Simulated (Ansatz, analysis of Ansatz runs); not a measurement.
**Local vibrational mode of the V_K centre (self-trapped hole) in LiF (PBE)**

Aim: the local vibrational mode of the V_K centre (self-trapped hole) in LiF, to be set beside the measurement. Set-up: PBE, 64-site cell, measured lattice, 420 eV, k: the single point 1/4 1/4 1/4. The model is a cell of 64 host atoms. The frequencies come from force constants among the defect atom and its neighbours, with the masses of the isotopes named. The measured lattice removes the functional's error in the volume.

**The experiment.** Stretch of the F2- molecule: 437 cm⁻¹, by Raman (inelastic light scattering) (quoted in “Dependence of polaron migration barriers on the fraction of Fock exchange in hybrid functionals: A systematic study of Vk centers in alkali halides”, 2023, A. S. Tygesen, J. H. Chang, J. M. García-Lastra, quoting earlier work (1978)). The runs below try to reproduce this.

Calculated with Ansatz 0.2.0; plane-wave PAW DFT, PBE; relaxation of all atoms of a defect supercell.

## Step 1: The structure

The cell holds 64 atoms: 32 Li and 32 F. Its edges and angles: a = 8.056 Å, b = 8.056 Å, c = 8.056 Å, α = 90.0°, β = 90.0°, γ = 90.0°. It derives from LiF (space group Fm-3m). Nearest the centre at fractional (0.250, 0.375, 0.375): F31 at 0.97 Å, F8 at 0.97 Å, Li19 at 1.42 Å, Li12 at 1.42 Å, F21 at 2.47 Å, Li25 at 2.47 Å, F14 at 2.47 Å, F46 at 2.47 Å. The cell carries charge +1.

The host's primitive cell comes from a first run (plane-wave PAW DFT, PBE; relaxation of the host's atoms at the measured cell): vectors of 2.848, 2.848 and 2.848 Å. That is 8.17 Å³ an atom. The supercell is built on it.

## Step 2: Relaxation, charge +1

Every later number rests on the structure around the defect, so the atoms are relaxed at the host's lattice first.

Contents of relax/input.yaml:

```yaml
relax:
  f_tol: 0.01
  max_steps: 80
  random_displacement: { amplitude: 0.02, seed: 971 }
crystal:
  lattice:
    - [8.056, 0.0, 0.0]
    - [0.0, 8.056, 0.0]
    - [0.0, 0.0, 8.056]
  atoms:
    - { symbol: Li, position: [0.0, 0.0, 0.0] }
    - { symbol: Li, position: [0.0, 0.25, 0.25] }
    - { symbol: Li, position: [0.25, 0.0, 0.25] }
    - { symbol: Li, position: [0.25, 0.25, 0.0] }
    - { symbol: F, position: [0.0, 0.0, 0.25] }
    - { symbol: F, position: [0.0, 0.25, 0.0] }
    - { symbol: F, position: [0.25, 0.0, 0.0] }
    - { symbol: F, position: [0.25, 0.289424032, 0.289424032] }
    - { symbol: Li, position: [0.0, 0.0, 0.5] }
    - { symbol: Li, position: [0.0, 0.25, 0.75] }
    - { symbol: Li, position: [0.25, 0.0, 0.75] }
    - { symbol: Li, position: [0.25, 0.25, 0.5] }
    - { symbol: F, position: [0.0, 0.0, 0.75] }
    - { symbol: F, position: [0.0, 0.25, 0.5] }
    - { symbol: F, position: [0.25, 0.0, 0.5] }
    - { symbol: F, position: [0.25, 0.25, 0.75] }
    - { symbol: Li, position: [0.0, 0.5, 0.0] }
    - { symbol: Li, position: [0.0, 0.75, 0.25] }
    - { symbol: Li, position: [0.25, 0.5, 0.25] }
    - { symbol: Li, position: [0.25, 0.75, 0.0] }
    - { symbol: F, position: [0.0, 0.5, 0.25] }
    - { symbol: F, position: [0.0, 0.75, 0.0] }
    - { symbol: F, position: [0.25, 0.5, 0.0] }
    - { symbol: F, position: [0.25, 0.75, 0.25] }
    - { symbol: Li, position: [0.0, 0.5, 0.5] }
    - { symbol: Li, position: [0.0, 0.75, 0.75] }
    - { symbol: Li, position: [0.25, 0.5, 0.75] }
    - { symbol: Li, position: [0.25, 0.75, 0.5] }
    - { symbol: F, position: [0.0, 0.5, 0.75] }
    - { symbol: F, position: [0.0, 0.75, 0.5] }
    - { symbol: F, position: [0.25, 0.460575968, 0.460575968] }
    - { symbol: F, position: [0.25, 0.75, 0.75] }
    - { symbol: Li, position: [0.5, 0.0, 0.0] }
    - { symbol: Li, position: [0.5, 0.25, 0.25] }
    - { symbol: Li, position: [0.75, 0.0, 0.25] }
    - { symbol: Li, position: [0.75, 0.25, 0.0] }
    - { symbol: F, position: [0.5, 0.0, 0.25] }
    - { symbol: F, position: [0.5, 0.25, 0.0] }
    - { symbol: F, position: [0.75, 0.0, 0.0] }
    - { symbol: F, position: [0.75, 0.25, 0.25] }
    - { symbol: Li, position: [0.5, 0.0, 0.5] }
    - { symbol: Li, position: [0.5, 0.25, 0.75] }
    - { symbol: Li, position: [0.75, 0.0, 0.75] }
    - { symbol: Li, position: [0.75, 0.25, 0.5] }
    - { symbol: F, position: [0.5, 0.0, 0.75] }
    - { symbol: F, position: [0.5, 0.25, 0.5] }
    - { symbol: F, position: [0.75, 0.0, 0.5] }
    - { symbol: F, position: [0.75, 0.25, 0.75] }
    - { symbol: Li, position: [0.5, 0.5, 0.0] }
    - { symbol: Li, position: [0.5, 0.75, 0.25] }
    - { symbol: Li, position: [0.75, 0.5, 0.25] }
    - { symbol: Li, position: [0.75, 0.75, 0.0] }
    - { symbol: F, position: [0.5, 0.5, 0.25] }
    - { symbol: F, position: [0.5, 0.75, 0.0] }
    - { symbol: F, position: [0.75, 0.5, 0.0] }
    - { symbol: F, position: [0.75, 0.75, 0.25] }
    - { symbol: Li, position: [0.5, 0.5, 0.5] }
    - { symbol: Li, position: [0.5, 0.75, 0.75] }
    - { symbol: Li, position: [0.75, 0.5, 0.75] }
    - { symbol: Li, position: [0.75, 0.75, 0.5] }
    - { symbol: F, position: [0.5, 0.5, 0.75] }
    - { symbol: F, position: [0.5, 0.75, 0.5] }
    - { symbol: F, position: [0.75, 0.5, 0.5] }
    - { symbol: F, position: [0.75, 0.75, 0.75] }
total_charge: 1
basis:
  ecutwfc: 420
  xc_grid: 2
hamiltonian:
  xc: pbe
kpoints:
  mp_grid: { grid: [1, 1, 1], shift: [0.25, 0.25, 0.25] }
magnetization:
  spin_polarized: true
  initial_magnetization: 1
  spin_locking: { lock_magnetization: hard }
scf:
  occupations: { method: fermi_dirac, width: 0.01 }
  max_iter: 120
output:
  forces: true
checkpoint:
  write: "../relax.run"
  compress: false
  write_wavefunctions: true
  write_every: 100000
```

Run with:

```
ansatz run input.yaml --threads 2 --pin off --max-ram 3768MiB --backend cpu --events-out ev --progress --plain --runs-dir out
```

Numbers of over 12 decimals in the logs are rounded to 6 here.

The program printed:

```text
[... repeated set-up lines and file paths are left out, and long positions are rounded to six places ...]
Engine: ansatz 0.2.0, x86_64-unknown-linux-gnu
Pseudopotentials: kind: paw
Pseudopotential: Li, paw, valence charge 3, recommended cutoff 420 eV (normal), Li.paw.azcp
Pseudopotential: F, paw, valence charge 7, recommended cutoff 420 eV (normal), F.paw.azcp
Functional definition: PBE
  parameter kappa = 0.804
  parameter beta = 0.066725
  exchange = pbe_x(kappa = kappa, mu = beta*pi^2/3)
  correlation = pbe_c(beta = beta)
Crystal: 64 atoms, lattice volume = 522.827 Å³
Basis set: ecut = 420 eV, 10251 PW (Γ), exchange–correlation on 108×108×108 points (8 copies of the dense FFT grid, shifted against one another)
Bands: 224, of which v1, the nominal top of the filled ones, is band 160 counted from 1 (159 counted from 0)
Symmetry: 1 space group operations
k-points: 1
Non-local potential: Li, projectors of the file, l = 0: 3, l = 1: 2, l = 2: 1
Non-local potential: F, projectors of the file, l = 0: 2, l = 1: 2, l = 2: 1
PAW form: soft (Blöchl's): semilocal exchange-correlation on the pseudo side does not see the compensation charge
PAW one-centre angular grid: Li, 110 points (default); XC on 64 Gauss nodes
PAW one-centre angular grid: F, 110 points (default); XC on 64 Gauss nodes
Initial density: superposition of atomic densities (chi_scale 0.1, normalization cell, long waves kept (reshape's long-wave potential 0.11 eV rms))
Starting moments: Σ|m| = 1 μB on 64 of 64 sites
Initial wavefunctions: pseudopotential atomic-orbital guess
Functional: x = pbe(κ = 0.804, μ = 0.219515), c = pbe(β = 0.066725)
SCF iter   1: F=—  HF=-32516.891626 eV  |F-HF|=—  |Δ(HF+E_count)|=         —  Δρ=4.06e-2 (↑2.74e-2 ↓4.06e-2)  dr2=1.29e1  dr2_m=1.04e0  M=1.000 μB ∫|m|=1.046 μB  β_m=0.30  ethr=3.10e-3  ⟨swp⟩=6.0  Hψ=1932  notcnv=0  defer=48
preconditioner: auto → Resta (q_TF=auto, 2.513 Å⁻¹)  ε∞=2.8  [insulator: Δε(μ)=1.163 eV  Ē_g=19.397 eV  σ=0.010 eV  W_gap=1.00  n_scr=146 (ndim 8)  ℏωp=25.9 eV  f_vac=0.000  D(μ)=0.00/eV (n_scr^D=0)  ε∞_Penn≈2.8]
spin=Collinear: Resta preconditioning applied to the charge; magnetization (m = ρ↑ − ρ↓) channel mixes plain (no charge-response kernel on spin).
SCF iter   2: F=—  HF=-32516.407462 eV  |F-HF|=—  |Δ(HF+E_count)|=   4.84e-1  Δρ=2.56e-2 (↑2.12e-2 ↓2.56e-2)  dr2=5.83e0  dr2_m=3.66e-1  M=1.000 μB ∫|m|=1.028 μB  β_m=0.57  ethr=3.10e-3  ⟨swp⟩=2.0  Hψ=724  notcnv=0  defer=112
SCF iter   3: F=—  HF=-32516.595938 eV  |F-HF|=—  |Δ(HF+E_count)|=   1.88e-1  Δρ=1.25e-2 (↑6.45e-3 ↓1.25e-2)  dr2=1.43e0  dr2_m=8.67e-2  M=1.000 μB ∫|m|=1.061 μB  β_m=0.54  ethr=1.83e-3  ⟨swp⟩=2.0  Hψ=788  notcnv=0  defer=112
SCF iter   4: F=—  HF=-32517.135825 eV  |F-HF|=—  |Δ(HF+E_count)|=   5.40e-1  Δρ=2.77e-2 (↑1.83e-3 ↓2.77e-2)  dr2=4.23e0  dr2_m=9.23e-1  M=1.000 μB ∫|m|=1.163 μB  β_m=0.46  ethr=4.47e-4  ⟨swp⟩=3.0  Hψ=708  notcnv=0  defer=112  recentre
SCF iter   5: F=—  HF=-32516.761762 eV  |F-HF|=—  |Δ(HF+E_count)|=   3.74e-1  Δρ=2.24e-2 (↑2.46e-3 ↓2.24e-2)  dr2=2.71e0  dr2_m=6.39e-1  M=1.000 μB ∫|m|=1.140 μB  β_m=0.73  ethr=4.47e-4  ⟨swp⟩=2.0  Hψ=628  notcnv=0  defer=112
SCF iter   6: F=—  HF=-32516.845054 eV  |F-HF|=—  |Δ(HF+E_count)|=   8.33e-2  Δρ=2.29e-2 (↑2.13e-3 ↓2.29e-2)  dr2=3.18e0  dr2_m=6.04e-1  M=1.000 μB ∫|m|=1.135 μB  β_m=0.87  ethr=4.47e-4  ⟨swp⟩=2.0  Hψ=442  notcnv=0  defer=112
SCF iter   7: F=—  HF=-32516.712730 eV  |F-HF|=—  |Δ(HF+E_count)|=   1.32e-1  Δρ=1.96e-2 (↑2.75e-3 ↓1.96e-2)  dr2=2.46e0  dr2_m=3.85e-1  M=1.000 μB ∫|m|=1.100 μB  β_m=0.59  ethr=4.47e-4  ⟨swp⟩=2.0  Hψ=546  notcnv=0  defer=112
SCF iter   8: F=—  HF=-32516.770765 eV  |F-HF|=—  |Δ(HF+E_count)|=   5.80e-2  Δρ=1.54e-2 (↑1.33e-3 ↓1.54e-2)  dr2=1.39e0  dr2_m=2.75e-1  M=1.000 μB ∫|m|=1.104 μB  β_m=0.48  ethr=4.47e-4  ⟨swp⟩=2.0  Hψ=532  notcnv=0  defer=112
SCF iter   9: F=—  HF=-32516.719218 eV  |F-HF|=—  |Δ(HF+E_count)|=   5.15e-2  Δρ=1.38e-2 (↑5.84e-4 ↓1.38e-2)  dr2=1.11e0  dr2_m=2.23e-1  M=1.000 μB ∫|m|=1.099 μB  β_m=0.74  ethr=4.36e-4  ⟨swp⟩=1.5  Hψ=337  notcnv=0  defer=112
SCF iter  10: F=—  HF=-32516.658744 eV  |F-HF|=—  |Δ(HF+E_count)|=   6.05e-2  Δρ=1.02e-2 (↑3.38e-4 ↓1.02e-2)  dr2=6.10e-1  dr2_m=1.23e-1  M=1.000 μB ∫|m|=1.086 μB  β_m=0.67  ethr=3.49e-4  ⟨swp⟩=2.0  Hψ=428  notcnv=0  defer=112
SCF iter  11: F=—  HF=-32516.650100 eV  |F-HF|=—  |Δ(HF+E_count)|=   8.64e-3  Δρ=1.33e-2 (↑2.45e-4 ↓1.33e-2)  dr2=1.01e0  dr2_m=2.12e-1  M=1.000 μB ∫|m|=1.079 μB  β_m=0.50  ethr=1.91e-4  ⟨swp⟩=2.0  Hψ=432  notcnv=0  defer=112
SCF iter  12: F=—  HF=-32516.634960 eV  |F-HF|=—  |Δ(HF+E_count)|=   1.51e-2  Δρ=2.39e-3 (↑1.74e-4 ↓2.39e-3)  dr2=2.43e-2  dr2_m=6.78e-3  M=1.000 μB ∫|m|=1.063 μB  β_m=0.62  ethr=1.91e-4  ⟨swp⟩=1.0  Hψ=426  notcnv=0  defer=112
SCF iter  13: F=—  HF=-32516.637427 eV  |F-HF|=—  |Δ(HF+E_count)|=   2.47e-3  Δρ=4.07e-3 (↑6.22e-4 ↓4.07e-3)  dr2=1.03e-1  dr2_m=1.87e-2  M=1.000 μB ∫|m|=1.065 μB  β_m=0.72  ethr=7.61e-6  ⟨swp⟩=2.0  Hψ=570  notcnv=0  defer=112
SCF iter  14: F=—  HF=-32516.634406 eV  |F-HF|=—  |Δ(HF+E_count)|=   3.02e-3  Δρ=1.37e-3 (↑2.79e-4 ↓1.37e-3)  dr2=1.06e-2  dr2_m=2.11e-3  M=1.000 μB ∫|m|=1.062 μB  β_m=0.61  ethr=7.61e-6  ⟨swp⟩=2.0  Hψ=405  notcnv=0  defer=112
SCF iter  15: F=—  HF=-32516.634272 eV  |F-HF|=—  |Δ(HF+E_count)|=   1.34e-4  Δρ=1.95e-3 (↑6.15e-5 ↓1.95e-3)  dr2=1.98e-2  dr2_m=4.52e-3  M=1.000 μB ∫|m|=1.061 μB  β_m=0.54  ethr=3.32e-6  ⟨swp⟩=1.0  Hψ=336  notcnv=0  defer=112
SCF iter  16: F=—  HF=-32516.634124 eV  |F-HF|=—  |Δ(HF+E_count)|=   1.48e-4  Δρ=1.68e-3 (↑9.48e-5 ↓1.68e-3)  dr2=1.57e-2  dr2_m=3.32e-3  M=1.000 μB ∫|m|=1.061 μB  β_m=0.48  ethr=3.32e-6  ⟨swp⟩=1.0  Hψ=336  notcnv=0  defer=112
SCF iter  17: F=—  HF=-32516.633916 eV  |F-HF|=—  |Δ(HF+E_count)|=   2.08e-4  Δρ=8.95e-4 (↑4.00e-5 ↓8.95e-4)  dr2=4.56e-3  dr2_m=9.57e-4  M=1.000 μB ∫|m|=1.061 μB  β_m=0.55  ethr=3.32e-6  ⟨swp⟩=1.0  Hψ=336  notcnv=0  defer=112
SCF iter  18: F=—  HF=-32516.633858 eV  |F-HF|=—  |Δ(HF+E_count)|=   5.78e-5  Δρ=2.43e-4 (↑1.49e-5 ↓2.43e-4)  dr2=3.59e-4  dr2_m=7.02e-5  M=1.000 μB ∫|m|=1.061 μB  β_m=0.55  ethr=1.43e-6  ⟨swp⟩=1.0  Hψ=336  notcnv=0  defer=112
SCF iter  19: F=—  HF=-32516.634663 eV  |F-HF|=—  |Δ(HF+E_count)|=   8.05e-4  Δρ=3.58e-5 (↑1.45e-5 ↓3.58e-5)  dr2=7.33e-6  dr2_m=1.07e-6  M=1.000 μB ∫|m|=1.061 μB  β_m=0.49  ethr=1.13e-7  ⟨swp⟩=1.0  Hψ=392  notcnv=0  defer=112
SCF iter  20: F=—  HF=-32516.634662 eV  |F-HF|=—  |Δ(HF+E_count)|=   9.98e-7  Δρ=1.71e-5 (↑4.89e-6 ↓1.71e-5)  dr2=1.73e-6  dr2_m=3.69e-7  M=1.000 μB ∫|m|=1.061 μB  β_m=0.48  ethr=7.84e-10  ⟨swp⟩=1.5  Hψ=989  notcnv=0
[...]
greatest PAW one-centre occupation: 1.000 electrons in one spin orbital (limit 2), on the Li atom at site 11 (counted from 0), in its partial waves of l = 0
relax step   1: F+E_penalty+E_count = -32516.63466237 eV  Δ(F+E_penalty+E_count) = +0.000e0 eV  max|allowed force component| = 2.992e0 eV/Å  Δτ_max = 0.0000 Å  (23 SCF iters, dr2 threshold 2.50e-6 eV, accepted)
[... the SCF cycles and remarks between the steps are left out from here to the last step ...]
relax step   2: F+E_penalty+E_count = -32517.45161133 eV  Δ(F+E_penalty+E_count) = -8.169e-1 eV  max|allowed force component| = 1.789e0 eV/Å  Δτ_max = 0.1001 Å  (12 SCF iters, dr2 threshold 1.00e-4 eV, accepted)
relax step   3: F+E_penalty+E_count = -32518.11797621 eV  Δ(F+E_penalty+E_count) = -6.664e-1 eV  max|allowed force component| = 8.177e-1 eV/Å  Δτ_max = 0.2000 Å  (14 SCF iters, dr2 threshold 1.00e-4 eV, accepted)
relax step   4: F+E_penalty+E_count = -32518.31908463 eV  Δ(F+E_penalty+E_count) = -2.011e-1 eV  max|allowed force component| = 1.253e-2 eV/Å  Δτ_max = 0.1743 Å  (9 SCF iters, dr2 threshold 1.00e-4 eV, accepted)
relax step   5: F+E_penalty+E_count = -32518.31912249 eV  Δ(F+E_penalty+E_count) = -3.786e-5 eV  max|allowed force component| = 1.173e-2 eV/Å  Δτ_max = 0.0000 Å  (7 SCF iters, accepted)
SCF iter   1: F=—  HF=-32518.318574 eV  |F-HF|=—  |Δ(HF+E_count)|=         —  Δρ=4.36e-4 (↑1.45e-4 ↓4.36e-4)  dr2=1.26e-3  dr2_m=1.91e-4  M=1.000 μB ∫|m|=1.059 μB  β_m=0.30  ethr=7.84e-7  ⟨swp⟩=4.0  Hψ=938  notcnv=0  defer=112
SCF iter   2: F=—  HF=-32518.318502 eV  |F-HF|=—  |Δ(HF+E_count)|=   7.24e-5  Δρ=2.15e-4 (↑1.32e-4 ↓2.15e-4)  dr2=3.44e-4  dr2_m=1.87e-5  M=1.000 μB ∫|m|=1.059 μB  β_m=0.27  ethr=3.96e-7  ⟨swp⟩=1.0  Hψ=516  notcnv=0  defer=112
SCF iter   3: F=—  HF=-32518.318501 eV  |F-HF|=—  |Δ(HF+E_count)|=   1.46e-6  Δρ=1.05e-4 (↑8.81e-5 ↓1.05e-4)  dr2=1.00e-4  dr2_m=6.38e-6  M=1.000 μB ∫|m|=1.059 μB  β_m=0.42  ethr=1.08e-7  ⟨swp⟩=1.5  Hψ=432  notcnv=0  defer=112
SCF iter   4: F=—  HF=-32518.318491 eV  |F-HF|=—  |Δ(HF+E_count)|=   9.56e-6  Δρ=9.53e-5 (↑3.71e-5 ↓9.53e-5)  dr2=7.23e-5  dr2_m=6.46e-6  M=1.000 μB ∫|m|=1.059 μB  β_m=0.34  ethr=3.15e-8  ⟨swp⟩=2.5  Hψ=555  notcnv=0  defer=112
SCF iter   5: F=—  HF=-32518.319311 eV  |F-HF|=—  |Δ(HF+E_count)|=   8.20e-4  Δρ=2.78e-5 (↑1.24e-5 ↓2.78e-5)  dr2=5.26e-6  dr2_m=7.27e-7  M=1.000 μB ∫|m|=1.059 μB  β_m=0.32  ethr=2.27e-8  ⟨swp⟩=2.5  Hψ=529  notcnv=0  defer=112
SCF iter   6: F=—  HF=-32518.319311 eV  |F-HF|=—  |Δ(HF+E_count)|=   1.38e-7  Δρ=1.52e-5 (↑8.21e-6 ↓1.52e-5)  dr2=9.45e-7  dr2_m=3.63e-7  M=1.000 μB ∫|m|=1.059 μB  β_m=0.53  ethr=1.65e-9  ⟨swp⟩=1.0  Hψ=336  notcnv=0  defer=112
SCF iter   7: F=—  HF=-32518.319311 eV  |F-HF|=—  |Δ(HF+E_count)|=   2.48e-7  Δρ=7.78e-6 (↑2.83e-6 ↓7.78e-6)  dr2=3.68e-7  dr2_m=5.97e-8  M=1.000 μB ∫|m|=1.059 μB  β_m=0.47  ethr=2.96e-10  ⟨swp⟩=2.0  Hψ=560  notcnv=0  defer=112
SCF iter   8: F=-32518.319311 eV  HF=-32518.319311 eV  |F-HF|=1.19e-8  |Δ(HF+E_count)|=   1.27e-8  Δρ=2.10e-6 (↑9.60e-7 ↓2.10e-6)  dr2=2.99e-8  dr2_m=3.69e-9  M=1.000 μB ∫|m|=1.059 μB  ethr=3.13e-11  ⟨swp⟩=2.0  Hψ=1048  notcnv=0
SCF 6 converged in 8 iterations: F = -32518.319311 eV  dr2 = 2.99e-8
relax step   6: F+E_penalty+E_count = -32518.31931096 eV  Δ(F+E_penalty+E_count) = -1.885e-4 eV  max|allowed force component| = 1.847e-3 eV/Å  Δτ_max = 0.0035 Å  (8 SCF iters, accepted)
NSCF: frozen V_eff on 1 k-points
the band table was solved once a step of the walk had ended and its energy, with any forces and stress, was formed, with the checks that follow a solve (2111 applications of the Hamiltonian). They found nothing against the state; [...]
SCF converged after 8 iterations
Stability checked in part: among states of this total moment the steps that led to this state did not find it unstable. No probe was made; neither looks for a lower state of another moment (fixed_total_moment; see scf.lower_state_search)
Magnetization: 1.0000 μB (160.0000 up, 159.0000 down)
Absolute magnetization: 1.0594 μB (∫|ρ↑−ρ↓|, with the PAW one-centre terms)
Spin contamination: 0.0002 ħ² per cell (⟨S²⟩ above its minimum at these occupations)
Per-site moments (μB) at R_I (Å): [(-9.246798635555282e-5, 0.830662), (-9.241021826018219e-5, 0.830619), (-9.266240781453827e-5, 0.830718), [... 61 left out ...]
Free energy (F): -32518.319311 eV
Harris-Foulkes:  -32518.319311 eV  (|F-HF|=1.19e-8)
Internal energy: -32518.305001 eV  (E = F + TS)
E sigma→0 (E₀):  -32518.312156 eV
Entropy (-TS):   -0.014310 eV (-0.224 meV/atom)
Fermi energy:    0.916463 (↑ 5.699190, ↓ 0.916463) eV
--- Per-component energies (eV) ---
  E_band       = -3780.837894
  E_kinetic    = 7362.307373
  E_local      = -20489.643757  (includes V_loc(G=0)·N_el)
  E_nonlocal   = 1291.529452
  E_hartree    = 7168.720441
  E_xc         = -2927.999418
  E_vxc        = -3755.548292  (∫ρ·V_xc dr)
  E_paw        = -7095.140137  (= ΣΔE_a)
  E_vpaw       = -2526.994564  (= ΣTr[D̂ρ^β])
  E_aug_tail   = 0.070821  (compensation charges beyond the density's cutoff)
  E_ewald      = -17828.149778
  E_smearing   = -0.014310  (= −TS)
  E_closure    = -0.000000  (closes the sum)
  E_deformation_potential = 15.560664  (in the stress; not in F)
  Σ components = -32518.319311   (vs F -32518.319311, Δ=0.00e0)
--- Forces (eV/Å), atoms counted from 1 ---
  atom   1  Li    -0.00095087     0.00055758    -0.00061091
  atom   2  Li     0.00139883     0.00045336    -0.00080202
  [... 5 atoms left out ...]
  atom   8  F      0.00015896    -0.00092024    -0.00008004
  [... 3 atoms left out ...]
  atom  12  Li     0.00017091     0.00015741     0.00032176
  [... 1 atom left out ...]
  atom  14  F     -0.00030497     0.00036960    -0.00043271
  [... 4 atoms left out ...]
  atom  19  Li     0.00037343     0.00037392    -0.00075106
  [... 1 atom left out ...]
  atom  21  F     -0.00090516    -0.00017004     0.00040795
  [... 3 atoms left out ...]
  atom  25  Li     0.00101553     0.00032182    -0.00011930
  [... 5 atoms left out ...]
  atom  31  F     -0.00039940     0.00019502     0.00080370
  [... 14 atoms left out ...]
  atom  46  F      0.00027312     0.00032771    -0.00023100
  [... 6 atoms left out ...]
  atom  53  F      0.00095604    -0.00043792     0.00013861
  [... 3 atoms left out ...]
  atom  57  Li    -0.00133913     0.00057992    -0.00107297
  [... 7 atoms left out ...]
  max |Σ_I F_I| component: 1.63e-3 eV/Å
--- Band table (eV) ---
  k-point 0 ↑: bands = ["-39.8351", "-39.8162", "-39.8160", "-39.8156", [... 216 left out ...] "18.9227", "18.9228", "18.9228", "19.2192"]
  k-point 0 ↓: bands = ["-39.8356", "-39.8168", "-39.8165", "-39.8162", [... 216 left out ...] "18.9274", "18.9274", "18.9274", "19.2259"]
--- Relaxed structure (6 steps of the walk, 6 accepted, 0 SCFs on fresh bases) ---
  F+E_penalty+E_count = -32518.31931096 eV   max|allowed force component| = 1.847e-3 eV/Å
  atoms:
    - { symbol: Li, position: [-2.0151081247406823e-6, 5.888055944699268e-5, 0.000301] }
    - { symbol: Li, position: [-7.721327273629562e-5, 0.250049, 0.250305] }
    [... 5 atoms left out ...]
    - { symbol: F, position: [0.249964, 0.250074, 0.250300] }
    [... 3 atoms left out ...]
    - { symbol: Li, position: [0.249966, 0.250057, 0.500281] }
    [... 1 atom left out ...]
    - { symbol: F, position: [-2.4100007935990088e-5, 0.250059, 0.500294] }
    [... 4 atoms left out ...]
    - { symbol: Li, position: [0.249971, 0.500061, 0.250301] }
    [... 1 atom left out ...]
    - { symbol: F, position: [-1.8629887545182023e-5, 0.500066, 0.250285] }
    [... 3 atoms left out ...]
    - { symbol: Li, position: [-5.373544711539884e-5, 0.500048, 0.500283] }
    [... 5 atoms left out ...]
    - { symbol: F, position: [0.249990, 0.500057, 0.500282] }
    [... 14 atoms left out ...]
    - { symbol: F, position: [0.499974, 0.250060, 0.500297] }
    [... 6 atoms left out ...]
    - { symbol: F, position: [0.499971, 0.500070, 0.250289] }
    [... 3 atoms left out ...]
    - { symbol: Li, position: [0.500032, 0.500058, 0.500318] }
    [... 7 atoms left out ...]
```

The job ended after 100 s (2 threads of Intel Xeon Platinum 8488C (Sapphire Rapids), shared host; peak memory 1.5 GiB).

[end of part 1 of 2]

[Logs are printed without paths, hosts, clocks, repeated set-up lines and the standing remarks that a program may print on its own settings, such as how far it seeks lower states.]

[Hosts, paths, dates, database ids (printed as entryN), source tags and the programs' standing remarks are cut or masked in the printed files.]

[For some hosts the program warned that the k-mesh of the response run may be too coarse for force constants and the static dielectric constant; such warnings are not shown here.]
